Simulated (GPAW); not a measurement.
**Ti K-edge XANES of TiO2 (Anatase, I4_1/amd)**

What does one-electron theory with a core hole give for the Ti K edge of TiO2 (Anatase, I4_1/amd)?

Main program and level: GPAW 26.7.0; X-ray absorption from dipole matrix elements to empty bands, plane-wave PAW PBE.

This is a report of a sequence of runs, with most program output left out.

**1. Set-up**

It takes space group I4_1/amd (No. 141, tetragonal). The conventional cell has a = 3.784 Å, b = 3.784 Å, c = 9.515 Å, α = 90.00°, β = 90.00°, γ = 90.00°. Nearest to Ti lie 6 O at 1.93 to 1.98 Å. Nearest to O lie 3 Ti at 1.93 to 1.98 Å. Farther neighbours and most contacts between anions are not listed.

**2. Ground state of the crystal**

A plain self-consistent run shows whether there is a gap, which decides the set-up of the core-hole run.

The input, scf.py:

```python
import numpy as np
from ase import Atoms
from ase.parallel import parprint, paropen
from gpaw import GPAW, PW, FermiDirac, Mixer, MixerDif, setup_paths
from gpaw.test import gen
setup_paths.insert(0, '.')
gen('Ti', name='nch1s', xcname='PBE', corehole=(1, 0, 0), write_xml=True)
from gpaw.mpi import world
world.barrier()

atoms = Atoms('Ti2O4',
    cell=[[-1.8921, 1.8921, 4.7573],
     [1.8921, -1.8921, 4.7573],
     [1.8921, 1.8921, -4.7573]],
    scaled_positions=[[0.75, 0.25, 0.5],
     [0, 0, 0],
     [0.7919, 0.7919, 0],
     [0.5419, 0.0419, 0.5],
     [0.9581, 0.4581, 0.5],
     [0.2081, 0.2081, 0]],
    pbc=True)
atoms.calc = calc = GPAW(legacy_gpaw=True, mode=PW(500), xc='PBE', setups={0: 'nch1s'},
    kpts={'size': (9, 9, 9), 'gamma': True}, occupations=FermiDirac(0.05),
    charge=0, mixer=Mixer(0.1, 5, 50), maxiter=150,
    convergence={'density': 0.0001}, txt='scf.txt')
energy = atoms.get_potential_energy() + calc.get_reference_energy()
ef = calc.get_fermi_level()
out = dict(energy=energy, fermi=ef, forces=atoms.get_forces().tolist())
parprint(f'all-electron energy {energy:.4f} eV, Fermi level {ef:.4f} eV')
ev = np.array([[calc.get_eigenvalues(k, s) for k in range(len(calc.get_ibz_k_points()))] for s in range(calc.get_number_of_spins())])
out['homo'], out['lumo'], out['counts'] = ev[ev < ef].max(), ev[ev > ef].min(), sorted(set((ev < ef).sum((0, 2)).tolist()))
out['filled'] = (ev[:, 0] < ef).sum(1).tolist()
import json
with paropen('out.json', 'w') as f:
    json.dump(out, f)
```

Started as:

```sh
$ OMP_NUM_THREADS=1 mpirun -n 2 gpaw python scf.py
```

The job ended after 3.3 min (2 MPI ranks of Arm Neoverse N1, shared host; peak memory 0.29 GiB; 6.7 min of CPU time).

The mesh shows a gap of 2.12 eV, so the hole is first treated in a charged cell, without the excited electron.

**3. Spectrum without a core hole, Ti atom 1**

Without a hole the spectrum is the empty density of states of the right symmetry on the absorber, weighted by matrix elements. It needs only the small cell and serves as the baseline. The data set with a hole of occupation 0 only carries the core orbital.

The absorber has 4 O at 1.93 Å and 2 O at 1.98 Å (distorted octahedral, site symmetry -4m2).

The input, xas.py:

```python
import numpy as np
from ase import Atoms
from ase.parallel import parprint, paropen
from gpaw import GPAW, PW, FermiDirac, Mixer, MixerDif, setup_paths
from gpaw.test import gen
setup_paths.insert(0, '.')
gen('Ti', name='nch1s', xcname='PBE', corehole=(1, 0, 0), write_xml=True)
from gpaw.mpi import world
world.barrier()

atoms = Atoms('Ti2O4',
    cell=[[-1.8921, 1.8921, 4.7573],
     [1.8921, -1.8921, 4.7573],
     [1.8921, 1.8921, -4.7573]],
    scaled_positions=[[0.75, 0.25, 0.5],
     [0, 0, 0],
     [0.7919, 0.7919, 0],
     [0.5419, 0.0419, 0.5],
     [0.9581, 0.4581, 0.5],
     [0.2081, 0.2081, 0]],
    pbc=True)
atoms.calc = calc = GPAW(legacy_gpaw=True, mode=PW(500), xc='PBE', setups={0: 'nch1s'},
    kpts={'size': (9, 9, 9), 'gamma': True}, occupations=FermiDirac(0.02),
    charge=0, mixer=Mixer(0.1, 5, 50), maxiter=150,
    convergence={'density': 0.0001}, txt='scf.txt')
energy = atoms.get_potential_energy() + calc.get_reference_energy()
ef = calc.get_fermi_level()
out = dict(energy=energy, fermi=ef, forces=atoms.get_forces().tolist())
parprint(f'all-electron energy {energy:.4f} eV, Fermi level {ef:.4f} eV')
ev = np.array([[calc.get_eigenvalues(k, s) for k in range(len(calc.get_ibz_k_points()))] for s in range(calc.get_number_of_spins())])
out['homo'], out['lumo'], out['counts'] = ev[ev < ef].max(), ev[ev > ef].min(), sorted(set((ev < ef).sum((0, 2)).tolist()))
out['filled'] = (ev[:, 0] < ef).sum(1).tolist()

from ase.units import Ha
from gpaw.xas import dipole_matrix_elements
nb = int(calc.get_number_of_electrons() / 2) + 54
top, nb = nb, nb + 8 + nb // 12
nscf = calc.fixed_density(kpts={'size': (7, 7, 7), 'gamma': True}, nbands=nb,
    convergence={'bands': top, 'eigenstates': 1e-5}, maxiter=60, txt='nscf.txt')
cell = atoms.cell.array
ops = [cell.T @ U.T @ np.linalg.inv(cell.T) for U in nscf.wfs.kd.symmetry.op_scc]
filled = [24]  # bands filled in the ground state, by spin
E = np.arange(-25, 34, 0.1)
fwhm = np.interp(E, [4, 25], [0.94, 3.5])
Y, X, zero, highest = 0, 0, 1e9, 1e9
for spin in range(nscf.get_number_of_spins()):
    wfs = nscf.wfs
    A = dipole_matrix_elements(wfs.setups[0])
    eps = np.zeros((wfs.kd.nibzkpts, nb))
    d = np.zeros((3, A.shape[1], wfs.kd.nibzkpts, nb), complex)
    for kpt in wfs.kpt_u:
        if kpt.s == spin and 0 in kpt.P_ani:
            eps[kpt.k] = kpt.eps_n * Ha
            d[:, :, kpt.k] = (kpt.weight * wfs.nspins / 2) ** 0.5 * np.inner(A, kpt.P_ani[0])
    world.sum(eps)
    world.sum(d)
    T = np.einsum('amkn,bmkn->abkn', d, d.conj()).real
    T = sum(np.einsum('ai,ijkn,bj->abkn', R, T, R) for R in ops) / len(ops)
    empty = np.ones_like(eps, bool) & (np.arange(nb) >= filled[spin])
    zero, highest = min(zero, eps[empty].min()), min(highest, eps[:, top - 1].min())
    lines = [(eps, T, empty)] if spin == 0 else lines + [(eps, T, empty)]
for eps, T, empty in lines:
    f = np.einsum('aakn->akn', T).reshape(3, -1)
    x = eps.ravel() - zero
    w = np.interp(x, E, fwhm) / 2.35482
    g = np.exp(-0.5 * ((E[:, None] - x) / w) ** 2) / (w * (2 * np.pi) ** 0.5)
    Y = Y + (f * empty.ravel()) @ g.T
    X = X + (f * ~empty.ravel()) @ g.T
out.update(E=E.round(2).tolist(), xas=Y.tolist(), xes=X.tolist(), zero=zero, valid=highest - zero, nk=len(eps), nb=nb)
for i in range(0, len(E), 10):
    parprint(f'{E[i]:7.2f}', *(f'{v:10.3e}' for v in Y[:, i]))
import json
with paropen('out.json', 'w') as f:
    json.dump(out, f)
```

Started as:

```sh
$ OMP_NUM_THREADS=1 mpirun -n 2 gpaw python xas.py
```

Wall time 5.8 min (2 MPI ranks); peak memory 0.4 GiB; 12 min of CPU time.

The Ti K spectrum, Ti atom 1, no core hole (energy from the lowest empty level; intensity scaled to a mean of 1 over the first 20 eV; polarised curves are means over the symmetry-equivalent atoms):

```csv
E (eV),isotropic,ε ⊥ c,ε ∥ c
-2.0,0.00,0.00,0.00
-1.4,0.00,0.00,0.00
-0.8,0.00,0.00,0.00
-0.2,0.00,0.01,0.00
0.4,0.08,0.11,0.02
1.0,0.37,0.47,0.17
1.6,0.57,0.68,0.35
2.2,0.31,0.40,0.12
2.8,0.12,0.13,0.08
3.4,0.29,0.28,0.30
4.0,0.49,0.48,0.53
4.6,0.46,0.42,0.54
5.2,0.30,0.22,0.46
5.8,0.12,0.07,0.22
6.4,0.05,0.03,0.10
7.0,0.08,0.05,0.14
7.6,0.13,0.09,0.21
8.2,0.20,0.16,0.28
8.8,0.29,0.26,0.33
9.4,0.38,0.40,0.35
10.0,0.45,0.49,0.36
10.6,0.44,0.48,0.36
11.2,0.43,0.44,0.42
11.8,0.52,0.49,0.59
12.4,0.71,0.66,0.82
13.0,0.92,0.91,0.93
13.6,1.13,1.24,0.92
14.2,1.47,1.72,0.99
14.8,1.97,2.27,1.37
15.4,2.48,2.65,2.13
16.0,2.83,2.72,3.04
16.6,2.94,2.56,3.69
17.2,2.83,2.38,3.74
17.8,2.61,2.29,3.26
18.4,2.42,2.30,2.65
19.0,2.32,2.35,2.24
19.6,2.28,2.36,2.10
20.2,2.24,2.30,2.13
20.8,2.18,2.17,2.21
21.4,2.09,2.02,2.24
22.0,2.01,1.91,2.21
22.6,1.96,1.87,2.15
23.2,1.96,1.88,2.10
23.8,1.97,1.92,2.09
24.4,1.98,1.93,2.09
25.0,1.96,1.89,2.09
25.6,1.90,1.83,2.05
26.2,1.84,1.77,1.98
26.8,1.80,1.74,1.91
27.4,1.78,1.75,1.85
28.0,1.80,1.80,1.79
28.6,1.82,1.85,1.76
29.2,1.84,1.89,1.74
29.8,1.87,1.92,1.76
30.4,1.91,1.96,1.81
31.0,1.98,2.01,1.92
31.6,2.08,2.09,2.07
```

Main maxima below 30 eV (height): 1.5 eV (0.57), 4.2 eV (0.51) and 16.6 eV (2.94). A K edge sees empty p states. The weak features of the first eV are p character mixed into the empty d bands; the main 4p edge lies above them.

The same matrix elements for filled bands give the Ti K emission of Ti atom 1 (ground-state approximation; energy from the lowest empty level, largest value 1):

```csv
E (eV),emission
-24.00,0.00
-23.25,0.00
-22.50,0.00
-21.75,0.00
-21.00,0.00
-20.25,0.01
-19.50,0.16
-18.75,0.77
-18.00,0.69
-17.25,0.04
-16.50,0.00
-15.75,0.00
-15.00,0.00
-14.25,0.00
-13.50,0.00
-12.75,0.00
-12.00,0.00
-11.25,0.00
-10.50,0.00
-9.75,0.00
-9.00,0.00
-8.25,0.00
-7.50,0.02
-6.75,0.26
-6.00,0.64
-5.25,0.41
-4.50,0.38
-3.75,0.46
-3.00,0.41
-2.25,0.11
-1.50,0.00
-0.75,0.00
0.00,0.00
0.75,0.00
1.50,0.00
2.25,0.00
3.00,0.00
```

Emission maxima: -18.4 eV (1.00), -6.0 eV (0.64) and -3.4 eV (0.47).

**4. Supercell without a hole, the energy reference**

The photon energy needs a difference of total energies, so the cell and mesh of the coming hole run are first run without a hole.

scf.py, as its differences from that of step 2:

```diff
@@ -10,15 +10,21 @@
 
-atoms = Atoms('Ti2O4',
-    cell=[[-1.8921, 1.8921, 4.7573],
-     [1.8921, -1.8921, 4.7573],
-     [1.8921, 1.8921, -4.7573]],
-    scaled_positions=[[0.75, 0.25, 0.5],
+atoms = Atoms('Ti4O8',
+    cell=[[3.7842, -3.7842, 0],
+     [3.7842, 3.7842, 0],
+     [-1.8921, 1.8921, 4.7573]],
+    scaled_positions=[[0, 0.25, 0.5],
+     [0.5, 0.75, 0.5],
      [0, 0, 0],
-     [0.7919, 0.7919, 0],
-     [0.5419, 0.0419, 0.5],
-     [0.9581, 0.4581, 0.5],
-     [0.2081, 0.2081, 0]],
+     [0.5, 0.5, 0],
+     [0.7919, 0, 0.5838],
+     [0.2919, 0.5, 0.5838],
+     [0.7919, 0.25, 0.0838],
+     [0.2919, 0.75, 0.0838],
+     [0.2081, 0.25, 0.9162],
+     [0.7081, 0.75, 0.9162],
+     [0.2081, 0, 0.4162],
+     [0.7081, 0.5, 0.4162]],
     pbc=True)
 atoms.calc = calc = GPAW(legacy_gpaw=True, mode=PW(500), xc='PBE', setups={0: 'nch1s'},
-    kpts={'size': (9, 9, 9), 'gamma': True}, occupations=FermiDirac(0.05),
+    kpts={'size': (4, 4, 4), 'gamma': True}, occupations=FermiDirac(0.02),
     charge=0, mixer=Mixer(0.1, 5, 50), maxiter=150,
```

Started as:

```sh
$ OMP_NUM_THREADS=1 mpirun -n 2 gpaw python scf.py
```

The job ended after 4.2 min (2 MPI ranks; peak memory 0.33 GiB).

Reference energy: -109324.103 eV with the cores included.

**5. Spectrum with FCH, Ti atom 1**

The holes are 5.4 Å apart. In GPAW the data set carries the hole's charge, so charge=0 means a charged cell and charge=-1 a neutral one. The excited electron is left out and a uniform background balances the charge. After the field has converged, empty bands are computed with the density fixed and the dipole matrix elements are summed.

xas.py, as its differences from that of step 3:

```diff
@@ -6,3 +6,3 @@
 setup_paths.insert(0, '.')
-gen('Ti', name='nch1s', xcname='PBE', corehole=(1, 0, 0), write_xml=True)
+gen('Ti', name='fch1s', xcname='PBE', corehole=(1, 0, 1), write_xml=True)
 from gpaw.mpi import world
@@ -10,15 +10,21 @@
 
-atoms = Atoms('Ti2O4',
-    cell=[[-1.8921, 1.8921, 4.7573],
-     [1.8921, -1.8921, 4.7573],
-     [1.8921, 1.8921, -4.7573]],
-    scaled_positions=[[0.75, 0.25, 0.5],
+atoms = Atoms('Ti4O8',
+    cell=[[3.7842, -3.7842, 0],
+     [3.7842, 3.7842, 0],
+     [-1.8921, 1.8921, 4.7573]],
+    scaled_positions=[[0, 0.25, 0.5],
+     [0.5, 0.75, 0.5],
      [0, 0, 0],
-     [0.7919, 0.7919, 0],
-     [0.5419, 0.0419, 0.5],
-     [0.9581, 0.4581, 0.5],
-     [0.2081, 0.2081, 0]],
+     [0.5, 0.5, 0],
+     [0.7919, 0, 0.5838],
+     [0.2919, 0.5, 0.5838],
+     [0.7919, 0.25, 0.0838],
+     [0.2919, 0.75, 0.0838],
+     [0.2081, 0.25, 0.9162],
+     [0.7081, 0.75, 0.9162],
+     [0.2081, 0, 0.4162],
+     [0.7081, 0.5, 0.4162]],
     pbc=True)
-atoms.calc = calc = GPAW(legacy_gpaw=True, mode=PW(500), xc='PBE', setups={0: 'nch1s'},
-    kpts={'size': (9, 9, 9), 'gamma': True}, occupations=FermiDirac(0.02),
+atoms.calc = calc = GPAW(legacy_gpaw=True, mode=PW(500), xc='PBE', setups={0: 'fch1s'},
+    kpts={'size': (4, 4, 4), 'gamma': True}, occupations=FermiDirac(0.02),
     charge=0, mixer=Mixer(0.1, 5, 50), maxiter=150,
@@ -35,5 +41,5 @@
 from gpaw.xas import dipole_matrix_elements
-nb = int(calc.get_number_of_electrons() / 2) + 54
+nb = int(calc.get_number_of_electrons() / 2) + 104
 top, nb = nb, nb + 8 + nb // 12
-nscf = calc.fixed_density(kpts={'size': (7, 7, 7), 'gamma': True}, nbands=nb,
+nscf = calc.fixed_density(kpts={'size': (4, 4, 4), 'gamma': True}, nbands=nb,
     convergence={'bands': top, 'eigenstates': 1e-5}, maxiter=60, txt='nscf.txt')
@@ -41,4 +47,4 @@
 ops = [cell.T @ U.T @ np.linalg.inv(cell.T) for U in nscf.wfs.kd.symmetry.op_scc]
-filled = [24]  # bands filled in the ground state, by spin
-E = np.arange(-25, 34, 0.1)
+filled = [48]  # bands filled in the ground state, by spin
+E = np.arange(-6, 34, 0.1)
 fwhm = np.interp(E, [4, 25], [0.94, 3.5])
```

Started as:

```sh
$ OMP_NUM_THREADS=1 mpirun -n 2 gpaw python xas.py
```

Elapsed: 9.4 min, on 2 MPI ranks; peak memory 0.56 GiB; 19 min of CPU time.

The Ti K spectrum, Ti atom 1, full core hole (charged cell) (energy from the lowest empty level; intensity scaled to a mean of 1 over the first 20 eV; polarised curves are means over the symmetry-equivalent atoms):

```csv
E (eV),isotropic,ε ⊥ c,ε ∥ c
-2.0,0.00,0.00,0.00
-1.5,0.00,0.00,0.00
-1.0,0.00,0.00,0.00
-0.5,0.01,0.01,0.00
0.0,0.08,0.11,0.01
0.5,0.22,0.32,0.02
1.0,0.15,0.22,0.01
1.5,0.05,0.06,0.01
2.0,0.10,0.13,0.06
2.5,0.29,0.31,0.24
3.0,0.39,0.40,0.35
3.5,0.29,0.29,0.29
4.0,0.18,0.16,0.21
4.5,0.16,0.16,0.17
5.0,0.33,0.34,0.32
5.5,0.43,0.41,0.48
6.0,0.30,0.28,0.36
6.5,0.12,0.11,0.13
7.0,0.04,0.03,0.05
7.5,0.03,0.02,0.06
8.0,0.06,0.03,0.11
8.5,0.10,0.06,0.18
9.0,0.16,0.11,0.26
9.5,0.23,0.19,0.33
10.0,0.34,0.30,0.40
10.5,0.45,0.45,0.45
11.0,0.55,0.58,0.49
11.5,0.61,0.65,0.51
12.0,0.62,0.66,0.55
12.5,0.64,0.64,0.63
13.0,0.73,0.69,0.79
13.5,0.91,0.85,1.01
14.0,1.15,1.12,1.19
14.5,1.43,1.50,1.29
15.0,1.78,1.98,1.37
15.5,2.21,2.51,1.62
16.0,2.68,2.95,2.14
16.5,3.07,3.16,2.90
17.0,3.30,3.11,3.68
17.5,3.33,2.89,4.21
18.0,3.20,2.65,4.28
18.5,2.96,2.48,3.92
19.0,2.71,2.41,3.31
19.5,2.51,2.41,2.71
20.0,2.38,2.43,2.29
20.5,2.31,2.42,2.08
21.0,2.26,2.38,2.04
21.5,2.21,2.28,2.07
22.0,2.15,2.16,2.12
22.5,2.07,2.03,2.14
23.0,1.99,1.93,2.13
23.5,1.94,1.87,2.09
24.0,1.91,1.84,2.04
24.5,1.90,1.85,2.01
25.0,1.90,1.86,2.00
25.5,1.90,1.86,1.99
26.0,1.89,1.84,1.97
26.5,1.85,1.80,1.94
27.0,1.80,1.75,1.90
27.5,1.75,1.71,1.84
28.0,1.72,1.68,1.78
28.5,1.71,1.69,1.74
29.0,1.72,1.73,1.70
29.5,1.75,1.79,1.68
30.0,1.79,1.85,1.66
30.5,1.81,1.89,1.66
31.0,1.83,1.91,1.68
31.5,1.86,1.93,1.72
32.0,1.90,1.94,1.81
```

Main maxima below 30 eV (height): 0.6 eV (0.23), 2.9 eV (0.39), 5.5 eV (0.43) and 17.3 eV (3.34). A K edge sees empty p states. The first eV above the zero hold little dipole weight, as the lowest empty bands are of d character; the main edge, of 4p character, rises through 0.6 near 12 eV above the zero.

The hole costs E(hole) − E(ground) = 4979.62 eV, and the lowest empty level of the hole cell on the spectrum's mesh lies at 4.87 eV, which puts the zero at 4984.49 eV. One term is added: -22.82 eV, since the hole is spin-paired here and a spin-polarised one costs that much less in the free atom (computed apart). The photon energy is then 4961.67 eV. The tabulated edge of the element is 4966 eV. The functional and the charged cell's background leave an error of a few eV in such absolute values.

**6. Excitation energy, Ti atom 1**

With the excited electron kept in the cell the system stays neutral, and the energy difference is an excitation energy by itself. In a small cell that electron takes up a good share of the lowest empty band, or all of one, which shifts the value from the true onset.

Changed against the first core-hole run: core hole to XCH, with the smearing that suits a partly filled band.

scf.py, as its differences from that of step 4:

```diff
@@ -6,3 +6,3 @@
 setup_paths.insert(0, '.')
-gen('Ti', name='nch1s', xcname='PBE', corehole=(1, 0, 0), write_xml=True)
+gen('Ti', name='fch1s', xcname='PBE', corehole=(1, 0, 1), write_xml=True)
 from gpaw.mpi import world
@@ -27,5 +27,5 @@
     pbc=True)
-atoms.calc = calc = GPAW(legacy_gpaw=True, mode=PW(500), xc='PBE', setups={0: 'nch1s'},
-    kpts={'size': (4, 4, 4), 'gamma': True}, occupations=FermiDirac(0.02),
-    charge=0, mixer=Mixer(0.1, 5, 50), maxiter=150,
+atoms.calc = calc = GPAW(legacy_gpaw=True, mode=PW(500), xc='PBE', setups={0: 'fch1s'},
+    kpts={'size': (4, 4, 4), 'gamma': True}, occupations=FermiDirac(0.04),
+    charge=-1, mixer=Mixer(0.1, 5, 50), maxiter=150,
     convergence={'density': 0.0001}, txt='scf.txt')
```

Started as:

```sh
$ OMP_NUM_THREADS=1 mpirun -n 2 gpaw python scf.py
```

Elapsed: 3.8 min, on 2 MPI ranks; peak memory 0.33 GiB; 7.5 min of CPU time.

The total-energy difference is 4985.31 eV. With the free-atom term of -22.82 eV for this edge, the photon energy is 4962.49 eV.

**7. With and without the hole**

Both curves are counted from their own zero, so only the shift of weight within the empty states shows.

```csv
E (eV),no hole,FCH
-2.0,0.00,0.00
-1.0,0.00,0.00
0.0,0.01,0.08
1.0,0.37,0.15
2.0,0.42,0.10
3.0,0.14,0.39
4.0,0.49,0.18
5.0,0.36,0.33
6.0,0.08,0.30
7.0,0.08,0.04
8.0,0.17,0.06
9.0,0.32,0.16
10.0,0.45,0.34
11.0,0.43,0.55
12.0,0.58,0.62
13.0,0.92,0.73
14.0,1.34,1.15
15.0,2.15,1.78
16.0,2.83,2.68
17.0,2.88,3.30
18.0,2.54,3.20
19.0,2.32,2.71
20.0,2.26,2.38
21.0,2.15,2.26
22.0,2.01,2.15
23.0,1.95,1.99
24.0,1.98,1.91
25.0,1.96,1.90
26.0,1.86,1.89
27.0,1.79,1.80
28.0,1.80,1.72
29.0,1.83,1.72
30.0,1.88,1.79
31.0,1.98,1.83
32.0,2.17,1.90
```

With each curve scaled to its own mean, the area from −2 to 6 eV with the hole is 1.4 against 1.9, and the centre of weight from −1 to 20 eV moves by +0.6 eV (first and strongest maxima below 20 eV: 1.5 eV (0.57), 4.2 eV (0.51) and 16.6 eV (2.94) without the hole, 0.6 eV (0.23), 2.9 eV (0.39), 5.5 eV (0.43) and 17.3 eV (3.34) with it): the weight at the onset falls. The hole also narrows the gap from 2.1 to 0.9 eV by pulling down the level that sets the zero, so features seem to sit higher above it.

**8. Summary of results**

| Property | Result |
| --- | --- |
| absorber and edge | Ti K, atom 1 of the ground-state input (counted from 1) |
| surroundings | 4 O at 1.93 Å and 2 O at 1.98 Å (distorted octahedral, site symmetry -4m2) |
| highest intensity below 24 eV | 17.3 eV above the zero, height 3.34 |
| photon energy of the zero, with the added terms | 4961.7 eV (raw 4984.5 eV; uncertain by a few eV) |

In words: The Ti K edge of atom 1, with 4 O at 1.93 Å and 2 O at 1.98 Å (distorted octahedral, site symmetry -4m2), has its highest intensity of the first 24 eV at 17.3 eV above the zero, near 4979 eV in photon energy (uncertain by a few eV), 3.3 times the mean level of the first 20 eV (Gaussian full width 0.94 eV up to 4 eV, rising linearly to 3.5 eV at 25 eV). With each curve scaled to its own mean, the area from −2 to 6 eV with the hole is 1.4 against 1.9, and the centre of weight from −1 to 20 eV moves by +0.6 eV (first and strongest maxima below 20 eV: 1.5 eV (0.57), 4.2 eV (0.51) and 16.6 eV (2.94) without the hole, 0.6 eV (0.23), 2.9 eV (0.39), 5.5 eV (0.43) and 17.3 eV (3.34) with it): the weight at the onset falls. The hole also narrows the gap from 2.1 to 0.9 eV by pulling down the level that sets the zero, so features seem to sit higher above it. The neutral-cell energy lies +0.8 eV from the charged-cell zero, a gap made of the charged-cell error and of where the added electron settles. At the Ti K edge of atom 1 polarisation matters most near 18.0 eV, where the curves differ by 1.6 on this scale. The strongest dipole feature below the main edge lies at 5.5 eV (height 0.43); the site lacks an inversion centre, which allows local p–d mixing besides the mixing with the neighbours' empty states; the run doesn't separate the two. Quadrupole 1s→3d transitions, which feed the pre-edge, are not in the dipole spectrum. The holes are only 5.4 Å apart, so the shape is probably not converged with cell size; no larger cell was run here. The mesh is coarse (0.34 Å⁻¹ between points), so small maxima may be mesh ripples. The structure is a published determination, not relaxed.

[Logs are printed without paths, hosts, clocks, repeated set-up lines and the standing remarks that a program may print on its own settings, such as how far it seeks lower states.]

[Hosts, paths, dates, database ids (printed as entryN), source tags and the programs' standing remarks are cut or masked in the printed files.]

[Lists of maxima count a maximum above −3 eV only where it reaches 4 % of the highest in the window and stands out from its surroundings by 2 % of it (1.5 % where it reaches 55 %); shoulders and weaker maxima are passed over, and of the rest the first, up to two pre-edge ones and the few strongest are named.]
